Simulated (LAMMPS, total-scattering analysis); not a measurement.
**rock-salt solid solution (Mg0.37,Co0.63)O: Uiso of Mg against temperature**

Simulated by classical molecular dynamics (LAMMPS) with the Morse and Coulomb pair potential with partial charges (Pedone, Malavasi, Menziani, Cormack and Segre, J. Phys. Chem. B 110, 11780 (2006)); 512 atoms, zero pressure, classical nuclei. Uiso is the variance of an atom's position about its mean, per direction. The potential has fixed partial charges and no three-body term, so angles and changes of cation coordination with composition are its weak points, and some glasses come out too dense.

| T (K) | Uiso of Mg (Å²) |
| --- | --- |
| 100 | 0.0014 |
| 300 | ? |
| 1550 | 0.0316 |
| 2480 | 0.0745 |

**Task.** Fit U/T against T with a straight line, read an effective Debye temperature from it, and predict the withheld row.

U/T in 10⁻⁵ Å²/K: 1.400 at 100 K, 2.039 at 1550 K, 3.004 at 2480 K. The means are 1376.7 K and 2.148; Σ(x − x̄)(y − ȳ) = 1880.5 and Σ(x − x̄)² = 2.8773e+06, so the slope is 6.536e-04 per K and the intercept 1.248.

The intercept is the harmonic part: U = 3ħ²T/(M k θ²) with 3ħ²/(k u Å²) = 145.5 K and M = 24.30 u gives θ = √(145.5/(24.30 × 1.248×10⁻⁵)) = 693 K, an effective value for this element. The slope is the anharmonic part, expansion included: by 2480 K it adds 130 % to U.

At 300 K, U = 300 × (1.248 + 0.196)×10⁻⁵ = 0.0043 Å²; the run gave 0.0043, a miss of +0.0 %.
